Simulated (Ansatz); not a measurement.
# Cu wire along [110], 8 atoms a period: bands by functional and under strain, part 2 of 3

Aim: is the Cu wire along [110], 8 atoms a period a metal or a semiconductor?

Ansatz 0.2.0; DFT PBE, plane waves, PAW; relaxation of a wire's period (the session's first sound run).

So far. Step 2 (Relaxation of atoms and period): The cell's length comes to 2.488 Å with spin left out.

## (3) The perfect wire

This step: DFT PBE, plane waves, PAW; bands of a perfect wire (Ansatz 0.2.0).

At the relaxed period the bands are computed along the axis; those that cross an energy going forward count the channels that a perfect wire would open there.

Contents of input.yaml:

```yaml
crystal:
  lattice:
    - [12.245, 0.0, 0.0]
    - [0.0, 11.934, 0.0]
    - [0.0, 0.0, 2.4878033455]
  atoms:
    - { symbol: Cu, position: [0.425775051, 0.389590764, 0.0] }
    - { symbol: Cu, position: [0.71747876, 0.394619554, 0.0] }
    - { symbol: Cu, position: [0.289322966, 0.499983041, 0.5] }
    - { symbol: Cu, position: [0.57371133, 0.29011595, 0.5] }
    - { symbol: Cu, position: [0.573194279, 0.499983041, 0.5] }
    - { symbol: Cu, position: [0.57371133, 0.709850132, 0.5] }
    - { symbol: Cu, position: [0.425775051, 0.610375319, 0.0] }
    - { symbol: Cu, position: [0.71747876, 0.605346529, 0.0] }
kpoints:
  mp_grid: { grid: [1, 1, 33] }
  band_path: { path: ["Γ", Z], npoints: 50 }
scf:
  occupations: { method: fermi_dirac, width: 0.05 }
hamiltonian:
  xc: pbe
output:
  dos: { e_range: [-5, 4] }
  write_potential: true
  write_density: true
  volumetric_format: npy
  elf: true
```

Command:

```sh
> ansatz run input.yaml --threads 8 --pin off --max-ram 16384MiB --backend cpu --events-out ev --progress --plain --runs-dir out
```

Numbers of over 12 decimals in the logs are rounded to 6 here.

The log of the run:

```text
[...]
Crystal: 8 atoms, lattice volume = 363.547 Å³
Basis set: ecut = 420 eV, 7087 PW (Γ)
Bands: 92, of which v1, the nominal top of the filled ones, is band 76 counted from 1 (75 counted from 0)
Symmetry: 4 space group operations
[...]
k-points: 17 of 33
[...]
SCF iter   1: F=—  HF=-52996.133738 eV  |F-HF|=—  |Δ(HF+E_count)|=         —  Δρ=2.44e-3  dr2=4.27e-2  ethr=1.77e-3  ⟨swp⟩=7.4  Hψ=6450  notcnv=0  defer=58
[...]
SCF iter   9: F=-52996.144342 eV  HF=-52996.144342 eV  |F-HF|=5.99e-8  |Δ(HF+E_count)|=   8.77e-8  Δρ=4.22e-6  dr2=6.17e-8  ethr=6.58e-11  ⟨swp⟩=12.0  Hψ=6948  notcnv=0
SCF 1 converged in 9 iterations: F = -52996.144342 eV  dr2 = 6.17e-8
[...]
NSCF: frozen V_eff on 51 k-points
WARN: The output density's exchange-correlation potential varies sharply where the density is thin. Do not read a vacuum level from v_tot or v_xc, or from such a field of the output density. On a cell that repeats whose density bears no net charge and no dipole along the vacuum's axis use v_es (v_loc + v_h of the components); under efield.dipole_correction with no amplitude use v_es + v_field, which holds any externa [...]
SCF converged after 9 iterations
Free energy (F): -52996.144342 eV
[...]
Internal energy: -52996.128875 eV  (E = F + TS)
E sigma→0 (E₀):  -52996.136608 eV
Entropy (-TS):   -0.015467 eV (-1.933 meV/atom)
Fermi energy:    1.092508 eV
[...]
--- Band table (eV; the first three rows and the last of 17) ---
  k-point 0: bands = [... 72 lower, -0.3140, -0.2883, -0.1884, -0.1823, -0.1058, 0.3075, 1.6298, 1.7613, ... 12 higher]
  k-point 1: bands = [... 72 lower, -0.3139, -0.3028, -0.2011, -0.1993, -0.0419, 0.3366, 1.6775, 1.8012, ... 12 higher]
  k-point 2: bands = [... 72 lower, -0.3602, -0.3077, -0.2343, -0.1843, 0.0888, 0.4192, 1.8084, 1.9134, ... 12 higher]
  k-point 16: bands = [... 72 lower, 1.2457, 1.7908, 1.9881, 2.5187, 2.5958, 3.1787, 4.3007, 4.4775, ... 12 higher]
```

Run time: 44 s. Hardware: 8 threads of Intel Xeon at 2.50GHz (Skylake/Cascade Lake), shared host; peak memory 2.3 GiB.

Reading the cycles: dr2 is the Hartree energy of the density residual (eV), the measure of convergence; HF is the Harris–Foulkes estimate of the energy, which meets the free energy F at convergence.

Numbers from this step:

```yaml
energy_at_zero_smearing: -52996.1366 eV
band_gap: 0 eV
```

Electronic bands along the path, in eV, zero at the Fermi level:

```csv
point,band 73,band 74,band 75,band 76,band 77,band 78,band 79,band 80
Γ,-1.41,-1.38,-1.28,-1.27,-1.20,-0.79,0.54,0.67
halfway,-1.47,-1.45,-1.37,-0.35,0.33,0.58,2.30,2.38
Z,0.35,0.54,0.95,1.44,1.74,1.77,3.23,3.43
```

ELF in the cb plane at fractional x = 0.573, with atoms of Cu within 0.2 Å of it. It is the smooth field of the valence electrons, not physical close to the nuclei.

Ten even steps from '_' (0.00) to '@' (0.80), each cell a mean:
```
__________________________
__________________________
..........................
::::....................::
--::::::............::::::
--::::::::::----::::::::::
--::::::==##@@@@##==::::::
::::::::--++****++--::::::
::::::::::::::::::::::::::
::::::::::::::::::::::::::
::::::::::::----::::::::::
::::::::==##@@@@##==::::::
::::::::--++####++--::::::
::::::::::::::::::::::::::
::::::::::::::::::::::::::
::::::::::::----::::::::::
::::::::--##@@@@##--::::::
--::::::--++####++--::::::
--::::::::::::::::::::::::
::::::::............::::::
..........................
__________________________
__________________________
__________________________
```
Columns run along c (2.5 Å), rows up along b (11.9 Å). Atoms in or near the plane, at fractional coordinates: Cu at (0.50, 0.29), Cu at (0.50, 0.50), Cu at (0.50, 0.71).

Valence density in the cb plane at fractional x = 0.573, with atoms of Cu within 0.2 Å of it. It is the smooth field of the valence electrons, not physical close to the nuclei.

Ten steps, logarithmic in the rise over the least value, from '_' (0 e/Å³) to '@' (43 e/Å³), each cell a mean:
```
__________________________
__________________________
__________________________
__________________________
__________________________
____....::==++++==::....__
......--**%%@@@@%%**--....
......--++##%%%%##++--....
______....::::::::....____
________............______
____....--==++++==--....__
......--**%%@@@@%%**--....
......--++##%%%%##++--....
______....::::::::....____
________............______
____....::--====--::....__
......--**%%@@@@%%**--....
......--++##%%%%##++--....
______....::::::::....____
__________________________
__________________________
__________________________
__________________________
__________________________
```
Columns run along c (2.5 Å), rows up along b (11.9 Å). Atoms in or near the plane, at fractional coordinates: Cu at (0.50, 0.29), Cu at (0.50, 0.50), Cu at (0.50, 0.71).

Electrostatic potential energy in the cb plane at fractional x = 0.573, with atoms of Cu within 0.2 Å of it. With pseudopotentials it is smooth inside the atoms' cores, unlike the true potential.

Values in eV, 24 rows by 13 columns, each cell a mean:
```
  6   6   6   6   6   6   6   6   6   6   6   6   6
  6   6   6   6   6   6   6   6   6   6   6   6   6
  5   5   5   5   5   5   5   5   5   5   5   5   5
  5   5   5   5   4   4   4   4   4   4   5   5   5
  4   4   3   2   1  -1  -2  -2  -1   1   2   3   4
  2   1  -1  -8 -19 -28 -33 -33 -28 -19  -8  -1   1
  0  -1 -10 -29 -46 -53 -53 -53 -53 -46 -29 -10  -1
  1   0  -6 -21 -37 -47 -50 -50 -47 -37 -21  -6   0
  3   3   2  -1  -5 -10 -13 -13 -10  -5  -1   2   3
  4   3   3   2   1  -1  -2  -2  -1   1   2   3   3
  2   1  -1  -8 -19 -28 -33 -33 -28 -19  -8  -1   1
  0  -2 -10 -28 -45 -52 -53 -53 -52 -45 -28 -10  -2
  0  -1  -7 -21 -37 -47 -50 -50 -47 -37 -21  -7  -1
  3   2   1  -2  -7 -13 -16 -16 -13  -7  -2   1   2
  4   3   3   2   1  -1  -2  -2  -1   1   2   3   3
  2   2  -1  -6 -16 -25 -30 -30 -25 -16  -6  -1   2
  0  -1 -10 -28 -45 -52 -53 -53 -52 -45 -28 -10  -1
  1  -1  -7 -22 -39 -48 -51 -51 -48 -39 -22  -7  -1
  3   3   1  -2  -7 -13 -16 -16 -13  -7  -2   1   3
  5   4   4   4   3   2   2   2   2   3   4   4   4
  5   5   5   5   5   5   5   5   5   5   5   5   5
  6   5   5   5   5   5   5   5   5   5   5   5   5
  6   6   6   6   6   6   6   6   6   6   6   6   6
  6   6   6   6   6   6   6   6   6   6   6   6   6
```
Columns run along c (2.5 Å; values clipped at the 3rd and 97th percentile), rows up along b (11.9 Å). Atoms in or near the plane, at fractional coordinates: Cu at (0.50, 0.29), Cu at (0.50, 0.50), Cu at (0.50, 0.71).

Between Γ and Z the bands cross the Fermi level 6 times, so a perfect wire would conduct at least 6 G₀, with spin left out.

## (4) Another level of theory, k-mesh 1×1×25

This step: DFT LDA, plane waves, PAW; bands of a perfect wire at the PBE geometry (Ansatz 0.2.0).

The atoms stay at the PBE geometry and the functional changes. At fixed atoms LDA and the gradient-corrected functionals usually give like bands; this run checks that. Against the first PBE run of this kind, the mesh along the wire has 25 points against 33.

Edit input.yaml of step 3 so:

```diff
@@ -15,3 +15,3 @@
 kpoints:
-  mp_grid: { grid: [1, 1, 33] }
+  mp_grid: { grid: [1, 1, 25] }
   band_path: { path: ["Γ", Z], npoints: 50 }
@@ -20,8 +20,2 @@
 hamiltonian:
-  xc: pbe
-output:
-  dos: { e_range: [-5, 4] }
-  write_potential: true
-  write_density: true
-  volumetric_format: npy
-  elf: true
+  xc: lda
```

The log of the run:

```text
[...]
Crystal: 8 atoms, lattice volume = 363.547 Å³
Basis set: ecut = 420 eV, 7087 PW (Γ)
Bands: 92, of which v1, the nominal top of the filled ones, is band 76 counted from 1 (75 counted from 0)
Symmetry: 4 space group operations
[...]
k-points: 13 of 25
[...]
SCF iter   1: F=—  HF=-52438.657190 eV  |F-HF|=—  |Δ(HF+E_count)|=         —  Δρ=1.10e-2  dr2=2.40e-1  ethr=1.77e-3  ⟨swp⟩=7.5  Hψ=5011  notcnv=0  defer=45
[...]
SCF iter   9: F=-52438.609091 eV  HF=-52438.609091 eV  |F-HF|=8.02e-8  |Δ(HF+E_count)|=   5.25e-8  Δρ=6.29e-6  dr2=6.99e-8  ethr=6.58e-11  ⟨swp⟩=12.2  Hψ=5507  notcnv=0
SCF 1 converged in 9 iterations: F = -52438.609091 eV  dr2 = 6.99e-8
[...]
SCF converged after 9 iterations
Free energy (F): -52438.609091 eV
[...]
Internal energy: -52438.592146 eV  (E = F + TS)
E sigma→0 (E₀):  -52438.600619 eV
Entropy (-TS):   -0.016945 eV (-2.118 meV/atom)
Fermi energy:    0.713323 eV
[...]
--- Band table (eV; the first three rows and the last of 13) ---
  k-point 0: bands = [... 72 lower, -0.6967, -0.6732, -0.5832, -0.5708, -0.4797, -0.0550, 1.2824, 1.4024, ... 12 higher]
  k-point 1: bands = [... 72 lower, -0.7106, -0.6795, -0.6007, -0.5919, -0.3801, -0.0057, 1.3614, 1.4696, ... 12 higher]
  k-point 2: bands = [... 72 lower, -0.7729, -0.7242, -0.6451, -0.5208, -0.1876, 0.1304, 1.5669, 1.6508, ... 12 higher]
  k-point 12: bands = [... 72 lower, 0.7854, 1.4209, 1.6470, 2.0438, 2.2518, 2.9169, 3.9110, 4.0729, ... 12 higher]
```

Run time: 35 s. Hardware: 8 threads; peak memory 2.1 GiB; 4.4 min of CPU time.

This step gave:

| Item | Value |
| --- | --- |
| energy at zero smearing | -52438.6006 eV |

Electronic bands along the path, in eV, zero at the Fermi level:

```csv
point,band 73,band 74,band 75,band 76,band 77,band 78,band 79,band 80
Γ,-1.41,-1.39,-1.30,-1.28,-1.19,-0.77,0.57,0.69
halfway,-1.48,-1.45,-1.38,-0.34,0.33,0.59,2.30,2.38
Z,0.36,0.54,0.96,1.43,1.74,1.79,3.24,3.44
```

Bands cross the Fermi level, as under PBE at the relaxed period.

## (5) Levels at the same atoms, k-mesh 1×1×25

This step: DFT PBEsol, plane waves, PAW; bands of a perfect wire at the PBE geometry (Ansatz 0.2.0).

The atoms stay at the PBE geometry and the functional changes. At fixed atoms LDA and the gradient-corrected functionals usually give like bands; this run checks that. Against the first PBE run of this kind, the mesh along the wire has 25 points against 33.

Edit input.yaml of step 4 so:

```diff
@@ -20,2 +20,2 @@
 hamiltonian:
-  xc: lda
+  xc: pbesol
```

The log of the run:

```text
[...]
Crystal: 8 atoms, lattice volume = 363.547 Å³
Basis set: ecut = 420 eV, 7087 PW (Γ)
Bands: 92, of which v1, the nominal top of the filled ones, is band 76 counted from 1 (75 counted from 0)
Symmetry: 4 space group operations
[...]
k-points: 13 of 25
[...]
--- Band table (eV; the first three rows and the last of 13) ---
  k-point 0: bands = [... 72 lower, -0.4169, -0.3941, -0.3035, -0.2909, -0.2219, 0.2042, 1.5055, 1.6429, ... 12 higher]
  k-point 1: bands = [... 72 lower, -0.4329, -0.4052, -0.3216, -0.3153, -0.1189, 0.2538, 1.5881, 1.7118, ... 12 higher]
  k-point 2: bands = [... 72 lower, -0.4954, -0.4462, -0.3651, -0.2495, 0.0746, 0.3905, 1.8030, 1.8976, ... 12 higher]
  k-point 12: bands = [... 72 lower, 1.0387, 1.6522, 1.8839, 2.2853, 2.4761, 3.1516, 4.1497, 4.3047, ... 12 higher]
[key lines of the parts left out:]
SCF converged after 10 iterations
Free energy (F): -52703.755077 eV
Fermi energy:    0.966901 eV
```

Wall time 37 s (8 threads); peak memory 2.1 GiB; 4.6 min of CPU time.

Electronic bands along the path, in eV, zero at the Fermi level:

```csv
point,band 73,band 74,band 75,band 76,band 77,band 78,band 79,band 80
Γ,-1.38,-1.36,-1.27,-1.26,-1.19,-0.76,0.54,0.68
halfway,-1.46,-1.43,-1.36,-0.34,0.33,0.59,2.31,2.38
Z,0.35,0.53,0.93,1.40,1.73,1.77,3.23,3.42
```

Bands cross the Fermi level, as under PBE at the relaxed period.

## (6) Levels at the same atoms, cutoff 500 eV, k-mesh 1×1×25

This step: DFT r2SCAN, plane waves, PAW; bands of a perfect wire at the PBE geometry (Ansatz 0.2.0).

The atoms stay at the PBE geometry and the functional changes. r2SCAN also reads the kinetic-energy density; it often gives larger moments and wider gaps than PBE, at a higher cost. Against the first PBE run of this kind, the cutoff is 500 eV against 420 and the mesh along the wire has 25 points against 33.

Edit input.yaml of step 5 so:

```diff
@@ -20,2 +20,2 @@
 hamiltonian:
-  xc: pbesol
+  xc: r2scan
```

The log of the run:

```text
[...]
Crystal: 8 atoms, lattice volume = 363.547 Å³
Basis set: ecut = 500 eV, 9295 PW (Γ), exchange–correlation on 360×360×80 points (64 copies of the dense FFT grid, shifted against one another)
Bands: 92, of which v1, the nominal top of the filled ones, is band 76 counted from 1 (75 counted from 0)
Symmetry: 4 space group operations
[...]
k-points: 13 of 25
[...]
--- Band table (eV; the first three rows and the last of 13) ---
  k-point 0: bands = [... 72 lower, -0.4625, -0.4554, -0.3622, -0.3493, -0.2164, 0.2281, 1.5764, 1.7309, ... 12 higher]
  k-point 1: bands = [... 72 lower, -0.4997, -0.4491, -0.3774, -0.3593, -0.1177, 0.2793, 1.6627, 1.8022, ... 12 higher]
  k-point 2: bands = [... 72 lower, -0.5639, -0.5062, -0.4217, -0.2707, 0.0823, 0.4209, 1.8906, 1.9965, ... 12 higher]
  k-point 12: bands = [... 72 lower, 1.0865, 1.7371, 1.9674, 2.4013, 2.5780, 3.2984, 4.3522, 4.4911, ... 12 higher]
[key lines of the parts left out:]
SCF converged after 11 iterations
Free energy (F): -53043.736723 eV
Fermi energy:    1.020384 eV
```

Elapsed: 80 s, on 8 threads; peak memory 3.1 GiB.

Bands cross the Fermi level, as under PBE at the relaxed period.

[end of part 2 of 3]

[Logs are printed without paths, hosts, clocks, repeated set-up lines and the standing remarks that a program may print on its own settings, such as how far it seeks lower states.]

[Hosts, paths, dates, database ids (printed as entryN), source tags and the programs' standing remarks are cut or masked in the printed files.]
